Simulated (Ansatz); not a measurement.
# BePd3C (built on the sites of a database entry of CaPd3C): following an unstable mode

Aim: this structure of BePd3C (built on the sites of a database entry of CaPd3C) is to be tested for unstable modes, and one is followed downhill.

Method: DFT PBEsol, scalar-relativistic, plane waves, PAW, in Ansatz 0.2.0.

The structure was built from a prototype and need not be the compound's stable phase.

### Step 1. The starting structure

It takes space group Pm-3m (No. 221, cubic). The conventional cell has a = 4.016 Å, b = 4.016 Å, c = 4.016 Å, α = 90.00°, β = 90.00°, γ = 90.00°. Nearest to Be lie 12 Pd at 2.84 Å. Nearest to Pd lie 2 C at 2.01 Å and 4 Be at 2.84 Å and 8 Pd at 2.84 Å. Nearest to C lie 6 Pd at 2.01 Å. Farther neighbours are not listed.

### Step 2. Phonons on a q mesh

The cell comes from relaxations at this level that are not shown. Stability and thermal properties need the whole zone. Linear response on a 4×4×4 q mesh gives force constants as far as a supercell of that size would.

The input, input.yaml:

```yaml
crystal:
  lattice:
    - [4.0156977755, 0.0, 0.0]
    - [0.0, 4.0156977755, 0.0]
    - [0.0, 0.0, 4.0156977755]
  atoms:
    - { symbol: Be, position: [0.0, 0.0, 0.0] }
    - { symbol: Pd, position: [0.0, 0.5, 0.5] }
    - { symbol: Pd, position: [0.5, 0.5, 0.0] }
    - { symbol: Pd, position: [0.5, 0.0, 0.5] }
    - { symbol: C, position: [0.5, 0.5, 0.5] }
kpoints:
  mp_grid: { grid: [12, 12, 12] }
hamiltonian:
  xc: pbesol
scf:
  occupations: { method: methfessel_paxton, width: 0.2 }
output:
  eigenvalues: true
phonons:
  method: dfpt
  qmesh: [4, 4, 4]
  temperatures: { t_max: 1000, t_step: 50 }
  qpath:
    path:
      - [[0.0, 0.0, 0.0], [0.0, 0.5, 0.0], [0.5, 0.5, 0.0], [0.0, 0.0, 0.0], [0.5, 0.5, 0.5], [0.0, 0.5, 0.0]]
      - [[0.5, 0.5, 0.5], [0.5, 0.5, 0.0]]
    npoints: 10
```

The run is started by

```bash
ansatz run input.yaml --threads 4 --pin off --max-ram 14336MiB --backend cpu --events-out ev --progress --plain --runs-dir out
```

Numbers of over 12 decimals in the logs are rounded to 6 here.

What it wrote:

```text
Engine: ansatz 0.2.0, aarch64-unknown-linux-gnu
Pseudopotentials: kind: paw
Pseudopotential: Be, paw, valence charge 2, recommended cutoff 420 eV (normal), Be.paw.azcp
Pseudopotential: Pd, paw, valence charge 18, recommended cutoff 420 eV (normal), Pd.paw.azcp
Pseudopotential: C, paw, valence charge 4, recommended cutoff 420 eV (normal), C.paw.azcp
Functional definition: PBEsol
  exchange = pbesol_x
  correlation = pbesol_c
Crystal: 5 atoms, lattice volume = 64.756 Å³
Basis set: ecut = 420 eV, 1309 PW (Γ), exchange–correlation on 54×54×54 points (8 copies of the dense FFT grid, shifted against one another)
Bands: 36, of which v1, the nominal top of the filled ones, is band 30 counted from 1 (29 counted from 0)
Symmetry: 48 space group operations
k-points: 84 of 1728
Non-local potential: Be, projectors of the file, l = 0: 2, l = 1: 2, l = 2: 1
Non-local potential: Pd, projectors of the file, l = 0: 2, l = 1: 2, l = 2: 2, l = 3: 1
Non-local potential: C, projectors of the file, l = 0: 2, l = 1: 2, l = 2: 1
PAW form: soft (Blöchl's): semilocal exchange-correlation on the pseudo side does not see the compensation charge
PAW frozen core: Be, regenerated for the run's functional, and the local potential with it (the file was generated under x = pbe(κ = 0.804, μ = 0.219515), c = pbe(β = 0.066725))
PAW frozen core: Pd, regenerated for the run's functional, and the local potential with it (the file was generated under x = pbe(κ = 0.804, μ = 0.219515), c = pbe(β = 0.066725))
PAW frozen core: C, regenerated for the run's functional, and the local potential with it (the file was generated under x = pbe(κ = 0.804, μ = 0.219515), c = pbe(β = 0.066725))
PAW one-centre angular grid: Be, 110 points (default); XC on 64 Gauss nodes
PAW one-centre angular grid: Pd, 590 points (default); XC on 64 Gauss nodes
PAW one-centre angular grid: C, 110 points (default); XC on 64 Gauss nodes
Initial density: superposition of atomic densities (neutral atoms: chi_scale 0, normalization atom), corrected by the library's trained network
Initial wavefunctions: pseudopotential atomic-orbital guess
Functional: x = pbesol(κ = 0.804, μ = 0.123457), c = pbesol(β = 0.046)
SCF iter   1: F=—  HF=-21055.866252 eV  |F-HF|=—  |Δ(HF+E_count)|=         —  Δρ=7.82e-3  dr2=3.25e-2  ethr=1.77e-3  ⟨swp⟩=5.2  Hψ=11975  notcnv=0
preconditioner: auto → Kerker (q_TF=auto, 2.694 Å⁻¹)  [metal: Δε(μ)=0.014 eV  Ē_g=7.827 eV  σ=0.200 eV  W_gap=0.06  n_scr=18 (ndim 8)  ℏωp=27.7 eV  f_vac=0.000  D(μ)=4.14/eV (n_scr^D=32)]
SCF iter   2: F=—  HF=-21055.858527 eV  |F-HF|=—  |Δ(HF+E_count)|=   7.73e-3  S|Δr|=    0.00e0  Δρ=3.70e-3  dr2=7.50e-3  ethr=5.42e-5  ⟨swp⟩=2.0  Hψ=5222  notcnv=0
SCF iter   3: F=—  HF=-21055.856439 eV  |F-HF|=—  |Δ(HF+E_count)|=   2.09e-3  S|Δr|=    0.00e0  Δρ=6.81e-4  dr2=3.38e-4  ethr=1.25e-5  ⟨swp⟩=2.0  Hψ=4352  notcnv=0
SCF iter   4: F=—  HF=-21055.856382 eV  |F-HF|=—  |Δ(HF+E_count)|=   5.72e-5  S|Δr|=    0.00e0  Δρ=2.07e-4  dr2=4.55e-5  ethr=5.63e-7  ⟨swp⟩=2.0  Hψ=4103  notcnv=0
SCF iter   5: F=—  HF=-21055.856371 eV  |F-HF|=—  |Δ(HF+E_count)|=   1.12e-5  S|Δr|=    0.00e0  Δρ=4.08e-5  dr2=1.89e-6  ethr=7.59e-8  ⟨swp⟩=2.0  Hψ=3883  notcnv=0
SCF iter   6: F=—  HF=-21055.856371 eV  |F-HF|=—  |Δ(HF+E_count)|=   5.35e-7  S|Δr|=    0.00e0  Δρ=7.91e-6  dr2=2.63e-8  ethr=3.14e-9  ⟨swp⟩=2.0  Hψ=4016  notcnv=0
SCF iter   7: F=—  HF=-21055.856371 eV  |F-HF|=—  |Δ(HF+E_count)|=   1.83e-9  S|Δr|=    0.00e0  Δρ=1.28e-6  dr2=7.65e-10  ethr=4.39e-11  ⟨swp⟩=2.0  Hψ=3788  notcnv=0
SCF iter   8: F=—  HF=-21055.856371 eV  |F-HF|=—  |Δ(HF+E_count)|=  3.64e-11  S|Δr|=    0.00e0  Δρ=2.79e-7  dr2=8.76e-11  ethr=1.28e-12  ⟨swp⟩=2.1  Hψ=4418  notcnv=0
SCF iter   9: F=-21055.856371 eV  HF=-21055.856371 eV  |F-HF|=0.00e0  |Δ(HF+E_count)|=  1.09e-11  S|Δr|=    0.00e0  Δρ=6.31e-8  dr2=4.12e-12  ethr=1.00e-12  ⟨swp⟩=7.7  Hψ=14064  notcnv=0
SCF 1 converged in 9 iterations: F = -21055.856371 eV  dr2 = 4.12e-12
  greatest PAW one-centre occupation: 0.999 electrons in one spin orbital (limit 2), on the Pd atom at site 3 (counted from 0), in its partial waves of l = 0
Initial density: read from a saved state, or passed on in memory by an earlier SCF of this step, an earlier step, the calling program or the single point that the run made first
iter 1 solved again at ethr=2.50e-7 eV; its pass at ethr=3.10e-3 eV (dr2=1.50e-4 eV) is discarded
SCF iter   1: F=—  HF=-21055.856371 eV  |F-HF|=—  |Δ(HF+E_count)|=         —  Δρ=7.35e-7  dr2=3.33e-10  ethr=2.50e-7  ⟨swp⟩=2.9  Hψ=18858  notcnv=0
eigensolver tolerance schedule: the retry pair's looser diagonalisation over-reported the residual by 451979.07 of it (diagonalisation noise at an unbounded share of the residual, at the tolerance the schedule requests for it); recorded, not acted on — ethr = c·dr2/N_el stays at c = 1.0e-1
preconditioner: auto → Kerker (q_TF=auto, 2.694 Å⁻¹)  [metal: Δε(μ)=0.021 eV  Ē_g=7.837 eV  σ=0.200 eV  W_gap=0.09  n_scr=18 (ndim 8)  ℏωp=27.7 eV  f_vac=0.000  D(μ)=4.15/eV (n_scr^D=32)]
SCF iter   2: F=—  HF=-21055.856371 eV  |F-HF|=—  |Δ(HF+E_count)|=   7.47e-7  S|Δr|=    0.00e0  Δρ=3.56e-7  dr2=6.89e-11  ethr=1.00e-12  ⟨swp⟩=3.5  Hψ=7553  notcnv=0
SCF iter   3: F=—  HF=-21055.856371 eV  |F-HF|=—  |Δ(HF+E_count)|=  1.46e-11  S|Δr|=    0.00e0  Δρ=2.37e-7  dr2=3.10e-11  ethr=1.00e-12  ⟨swp⟩=1.0  Hψ=3024  notcnv=0
SCF iter   4: F=-21055.856371 eV  HF=-21055.856371 eV  |F-HF|=0.00e0  |Δ(HF+E_count)|=  7.28e-12  S|Δr|=    0.00e0  Δρ=5.80e-8  dr2=2.05e-12  ethr=1.00e-12  ⟨swp⟩=2.0  Hψ=6663  notcnv=0
SCF 2 converged in 4 iterations: F = -21055.856371 eV  dr2 = 2.05e-12
phonons: the bands overlap, so this run is a metal and interpolates without the dipole-dipole term. If the crystal is really an insulator or semiconductor, its LO-TO splitting is missing
NSCF: frozen V_eff on 84 k-points
WARN: eigensolver did not converge (k=81): 1 band(s) unlocked after 20 sweeps at ethr=1.39e-12 eV (storage-precision floor; scheduled 1.00e-12 eV) (lowest unlocked band 35, counted from 0; max residual 2.32e-6 eV among the unlocked bands, 2.32e-6 eV over every band; other slots of this pass that fall short are told together in one closing line; warning suppressed until the next SCF loop or pass starts)
NSCF: frozen V_eff on 343 k-points
DFPT response loops at q = (0, 0, 0) (fractional): preconditioner auto → Kerker (q_TF=auto, 2.694 Å⁻¹) (partly filled bands, converged f_vac=0.000); β = 1.00, the filter's whole step (`scf.mixing.beta` (0.50) is not read by the response loops under this deck's `scf.mixing.preconditioner`; to damp them name `kerker` or `kerker_dos`, under which they read `scf.mixing.beta`, and type it under 1.00, their step now; both keys bind the ground state too); Broyden in place of MSR1
NSCF: frozen V_eff on 1176 k-points
DFPT response loops at q = (0, 0, 0.25) (fractional): mixed as the last ones told, above
NSCF: frozen V_eff on 686 k-points
DFPT response loops at q = (0, 0, -0.5) (fractional): mixed as the last ones told, above
NSCF: frozen V_eff on 2016 k-points
DFPT response loops at q = (0, 0.25, 0.25) (fractional): mixed as the last ones told, above
NSCF: frozen V_eff on 1176 k-points
DFPT response loops at q = (0, 0.25, -0.5) (fractional): mixed as the last ones told, above
NSCF: frozen V_eff on 686 k-points
DFPT response loops at q = (0, -0.5, -0.5) (fractional): mixed as the last ones told, above
NSCF: frozen V_eff on 3456 k-points
DFPT response loops at q = (0.25, 0.25, 0.25) (fractional): mixed as the last ones told, above
NSCF: frozen V_eff on 2016 k-points
DFPT response loops at q = (0.25, 0.25, -0.5) (fractional): mixed as the last ones told, above
NSCF: frozen V_eff on 1176 k-points
DFPT response loops at q = (0.25, -0.5, -0.5) (fractional): mixed as the last ones told, above
NSCF: frozen V_eff on 686 k-points
DFPT response loops at q = (-0.5, -0.5, -0.5) (fractional): mixed as the last ones told, above
SCF converged after 9 iterations
Stability not checked: this state was not tested for a lower state beside it, because cold or Methfessel-Paxton smearing, or corrected tetrahedra, fill the levels in a way that the test cannot read (fill_not_monotonic; see scf.lower_state_search)
Free energy (F): -21055.856371 eV
Harris-Foulkes:  -21055.856371 eV  (|F-HF|=0.00e0)
Internal energy: -21055.848899 eV  (E = F + TS)
E sigma→0 (E₀):  -21055.854503 eV
Entropy (-TS):   -0.007471 eV (-1.494 meV/atom)
Fermi energy:    15.938268 eV
--- Per-component energies (eV) ---
  E_band       = -619.519794
  E_kinetic    = 1644.403384
  E_local      = -7184.193390  (includes V_loc(G=0)·N_el)
  E_nonlocal   = 687.912713
  E_hartree    = 2969.955391
  E_xc         = -569.314145
  E_vxc        = -712.433678  (∫ρ·V_xc dr)
  E_paw        = -11205.958963  (= ΣΔE_a)
  E_vpaw       = -995.120213  (= ΣTr[D̂ρ^β])
  E_aug_tail   = 0.000537  (compensation charges beyond the density's cutoff)
  E_ewald      = -7399.592630
  E_core_change = 0.938204  (= ΣΔE_core)
  E_smearing   = -0.007471  (= −TS)
  E_closure    = 0.000000  (closes the sum)
  Σ components = -21055.856371   (vs F -21055.856371, Δ=0.00e0)
--- Band table (eV; the first three rows and the last of 84) ---
  k-point 0: bands = [... 26 lower, 13.4153, 14.8210, 14.8210, 14.8210, 14.9244, 18.3445, 18.3445, 18.3445, ... 2 higher]
  k-point 1: bands = [... 26 lower, 13.6564, 14.8211, 14.8805, 14.9170, 14.9170, 18.2711, 18.4371, 18.4371, ... 2 higher]
  k-point 2: bands = [... 26 lower, 13.8977, 14.7519, 14.8214, 15.1681, 15.1681, 18.2479, 18.6997, 18.6997, ... 2 higher]
  k-point 83: bands = [... 26 lower, 14.6766, 14.6766, 14.7172, 14.7172, 14.7172, 18.1944, 18.1944, 18.1944, ... 2 higher]
--- Phonons (Γ-DFPT): 4 representative perturbations + reference (Σ response iterations 13) ---
  ASR residual: 1.725e-4 → 0.000e0 eV/Å²; symmetrization residual: 4.696e-6 eV/Å²
  ASR residual per site (eV/Å²): 1.73e-4 3.66e-5 3.66e-5 3.66e-5 6.25e-8
  Γ frequencies (cm⁻¹): -107.58 -107.58 -107.58 0.00 0.00 0.00 75.35 75.35 75.35 143.54 143.54 143.54 492.34 492.34 492.34
--- Phonons (arbitrary-q DFPT): 10 irreducible q on the 4×4×4 mesh ---
  q = [0.0000, 0.0000, 0.0000] (star 1, of the zone-centre solve; hermiticity 4.52e-7, symmetrization 5.59e-13): -107.58 -107.58 -107.58 -0.00 -0.00 -0.00 75.35 75.35 75.35 143.54 143.54 143.54 492.34 492.34 492.34
  q = [0.0000, 0.0000, 0.2500] (star 6, 9 solved perturbations in 4536 linear systems a pass and spin channel, the states on 588 of 1728 k-point pairs; hermiticity 4.52e-7, symmetrization 4.88e-13): -103.84 -103.84 -69.06 -66.02 33.15 33.15 52.37 52.37 96.26 142.61 142.61 208.44 486.02 486.02 601.74
  q = [0.0000, 0.0000, -0.5000] (star 3, 9 solved perturbations in 2646 linear systems a pass and spin channel, the states on 343 of 1728 k-point pairs; hermiticity 3.76e-7, symmetrization 1.72e-11): -127.93 -127.93 -95.93 23.87 43.25 43.25 73.87 73.87 146.02 146.02 158.00 238.49 495.56 495.56 691.99
  q = [0.0000, 0.2500, 0.2500] (star 12, 9 solved perturbations in 7686 linear systems a pass and spin channel, the states on 1008 of 1728 k-point pairs; hermiticity 4.03e-7, symmetrization 2.66e-13): -94.96 -91.98 -88.35 -85.60 -45.59 25.82 64.03 71.40 107.76 143.68 189.21 228.50 491.63 597.16 621.52
  q = [0.0000, 0.2500, -0.5000] (star 12, 15 solved perturbations on 588 of 1728 k-point pairs; hermiticity 3.59e-7, symmetrization 1.69e-11): -120.39 -111.68 -106.42 -57.61 -48.84 -47.54 93.14 94.00 124.83 139.13 192.35 256.49 487.18 619.85 700.25
  q = [0.0000, -0.5000, -0.5000] (star 3, 9 solved perturbations in 2646 linear systems a pass and spin channel, the states on 343 of 1728 k-point pairs; hermiticity 3.42e-7, symmetrization 1.76e-11): -102.14 -94.30 -94.30 -90.21 -90.21 -81.23 110.00 120.37 120.37 148.06 198.39 279.87 482.90 707.38 707.38
  q = [0.2500, 0.2500, 0.2500] (star 8, 4 solved perturbations in 4536 linear systems a pass and spin channel, the states on 1728 of 1728 k-point pairs; hermiticity 1.32e-7, symmetrization 5.70e-13): -111.13 -111.13 -88.64 -60.27 -60.27 31.40 90.12 90.12 118.60 186.74 186.74 249.82 600.46 623.14 623.14
  q = [0.2500, 0.2500, -0.5000] (star 12, 9 solved perturbations in 7686 linear systems a pass and spin channel, the states on 1008 of 1728 k-point pairs; hermiticity 2.24e-7, symmetrization 1.67e-11): -124.50 -110.54 -91.85 -77.06 -69.27 -45.63 104.25 111.37 124.76 183.20 192.58 275.11 611.70 625.22 703.47
  q = [0.2500, -0.5000, -0.5000] (star 6, 9 solved perturbations in 4536 linear systems a pass and spin channel, the states on 588 of 1728 k-point pairs; hermiticity 2.24e-7, symmetrization 1.75e-11): -105.05 -105.05 -98.12 -95.29 -95.29 -74.53 123.12 127.99 127.99 187.17 196.84 297.62 619.95 708.50 708.50
  q = [-0.5000, -0.5000, -0.5000] (star 1, 4 solved perturbations in 931 linear systems a pass and spin channel, the states on 343 of 1728 k-point pairs; hermiticity 2.61e-8, symmetrization 1.69e-11): -107.09 -107.09 -107.09 -102.80 -102.80 -102.80 132.82 132.82 132.82 196.72 196.72 317.97 709.68 709.68 709.68
  sum rule: each row above includes the acoustic sum rule's correction from the zone centre's row sums; it moved no ω² by more than (2.28 cm⁻¹)²
  mesh force constants: q→R imaginary residual 2.69e-19; ASR residual 1.725e-4 → 0.000e0 eV/Å²; symmetrization residual 3.197e-14 eV/Å²
  interpolated dispersion: 62 rows × 15 modes
  density of states and harmonic sums: on the 16×16×16 q-mesh, interpolated from the force constants of a 4×4×4 supercell (no non-analytic term)
  largest difference from the sums on the solved wave vectors: F 3.91e-2 eV, S 4.80e-5 and C_V 8.83e-6 eV/K
  zero-point energy: 0.169626 eV/cell   skipped modes (ω ≤ 0): 856, of them read as no rigid motion or as one in doubt: 853 (5.256e0 modes/cell left out, lowest -131.57 cm⁻¹)   left out of the sums: 3.50e-1 of the cell's modes: C_V's classical limit lies that fraction below 3 k_B per atom; for a crystal, a wire or a layer, F and S can be off by more, and a phonons.interpolated_qmesh denser along its periods is the remedy for the sampling
```

Run time: 61 min. Hardware: 4 threads of Arm Neoverse V1, shared host; peak memory 7.7 GiB; 4 h of CPU time.

Numbers from this step:

- volume per atom: 12.95 Å³
- gap on the k-mesh: 0 eV
- sum-rule residual before enforcement: 1.73e-4 eV/Å²
- lowest frequency on the path: -131.8 cm⁻¹
- point group: m-3m
- highest frequency on the path or at a solved wavevector: 709.7 cm⁻¹
- highest optical mode at the zone centre (no LO-TO term): 492.3 cm⁻¹
- lowest optical zone-centre mode: -107.6 cm⁻¹
- lowest mode on the q mesh (acoustic modes at Γ apart): -127.9 cm⁻¹

Frequencies (cm⁻¹) solved at each irreducible wavevector; negative means imaginary. Frequencies by wavevector, by row:

```csv
q in reciprocal lattice units,star,mode 1,mode 2,mode 3,mode 4,mode 13,mode 14,mode 15
0 0 0,1,-107.6,-107.6,-107.6,0,492.3,492.3,492.3
0 0 0.25,6,-103.8,-103.8,-69.1,-66,486,486,601.7
0 0 -0.5,3,-127.9,-127.9,-95.9,23.9,495.6,495.6,692
0 0.25 0.25,12,-95,-92,-88.3,-85.6,491.6,597.2,621.5
0 0.25 -0.5,12,-120.4,-111.7,-106.4,-57.6,487.2,619.9,700.2
0 -0.5 -0.5,3,-102.1,-94.3,-94.3,-90.2,482.9,707.4,707.4
0.25 0.25 0.25,8,-111.1,-111.1,-88.6,-60.3,600.5,623.1,623.1
0.25 0.25 -0.5,12,-124.5,-110.5,-91.8,-77.1,611.7,625.2,703.5
0.25 -0.5 -0.5,6,-105,-105,-98.1,-95.3,620,708.5,708.5
-0.5 -0.5 -0.5,1,-107.1,-107.1,-107.1,-102.8,709.7,709.7,709.7
```

Interpolated from a 4×4×4 q mesh. Phonon branches along the path, in cm⁻¹:

```csv
point,branch 1,branch 2,branch 3,branch 4,branch 12,branch 13,branch 14,branch 15
Γ,-108,-108,-108,0,144,492,492,492
halfway,-104,-104,-69,-66,208,486,486,602
X,-128,-128,-96,24,238,496,496,692
halfway,-120,-112,-106,-58,256,487,620,700
M,-102,-94,-94,-90,280,483,707,707
halfway,-95,-92,-88,-86,228,492,597,622
Γ,-108,-108,-108,0,144,492,492,492
halfway,-111,-111,-89,-60,250,600,623,623
R,-107,-107,-107,-103,318,710,710,710
halfway,-124,-110,-92,-77,275,612,625,704
X,-128,-128,-96,24,238,496,496,692
jump to R,-107,-107,-107,-103,318,710,710,710
halfway,-105,-105,-98,-95,298,620,708,708
M,-102,-94,-94,-90,280,483,707,707
```

Symmetry leaves 10 wavevectors to solve. The lowest mode among them, the acoustic zeros apart, lies at q = (0, 0, -0.5) and is imaginary, 127.9i cm⁻¹, so the energy falls along it. Between them the interpolated path dips to 132i cm⁻¹.

### Step 3. The mode frozen in, largest atomic shift 0 Å

The mode followed lies at Γ with frequency 107.6i cm⁻¹ and is 3-fold degenerate, one of the unstable modes though not the softest. At small amplitude the distorted cell has space group no. 99 by a symmetry search on the positions. The undistorted cell that holds it gives the zero of energy on the same k mesh.

input.yaml, the sections that differ from step 2:

```yaml
output:
  forces: true
  stress: true
  eigenvalues: true
# crystal, kpoints, hamiltonian, scf: as in step 2
# phonons: removed
```

What it wrote:

```text
[...]
Crystal: 5 atoms, lattice volume = 64.756 Å³
Basis set: ecut = 420 eV, 1309 PW (Γ), exchange–correlation on 54×54×54 points (8 copies of the dense FFT grid, shifted against one another)
Bands: 36, of which v1, the nominal top of the filled ones, is band 30 counted from 1 (29 counted from 0)
Symmetry: 48 space group operations
[...]
k-points: 84 of 1728
[...]
k-point 0: bands = [... 26 lower, 13.4153, 14.8209, 14.8209, 14.8209, 14.9244, 18.3445, 18.3445, 18.3445, ... 2 higher]
  k-point 1: bands = [... 26 lower, 13.6564, 14.8211, 14.8805, 14.9170, 14.9170, 18.2711, 18.4371, 18.4371, ... 2 higher]
  k-point 2: bands = [... 26 lower, 13.8976, 14.7519, 14.8213, 15.1681, 15.1681, 18.2480, 18.6997, 18.6997, ... 2 higher]
  k-point 83: bands = [... 26 lower, 14.6766, 14.6766, 14.7172, 14.7172, 14.7172, 18.1944, 18.1944, 18.1944, ... 2 higher]
[key lines of the parts left out:]
SCF converged after 6 iterations
Free energy (F): -21055.856371 eV
Fermi energy:    15.938252 eV
P = ⅓ Tr σ = -0.0047 GPa (-0.047 kbar)
```

The job ended after 2.8 s (4 threads; peak memory 0.44 GiB; 10 s of CPU time).

Numbers from this step:

| Property | Result |
| --- | --- |
| pressure | -0.004679 GPa |
| energy from the undistorted cell | 0 meV/atom |

The run ends at a pressure of 0.00 GPa.

(Part 1 of 3 ends here.)

[Logs are printed without paths, hosts, clocks, repeated set-up lines and the standing remarks that a program may print on its own settings, such as how far it seeks lower states.]

[Hosts, paths, dates, database ids (printed as entryN), source tags and the programs' standing remarks are cut or masked in the printed files.]
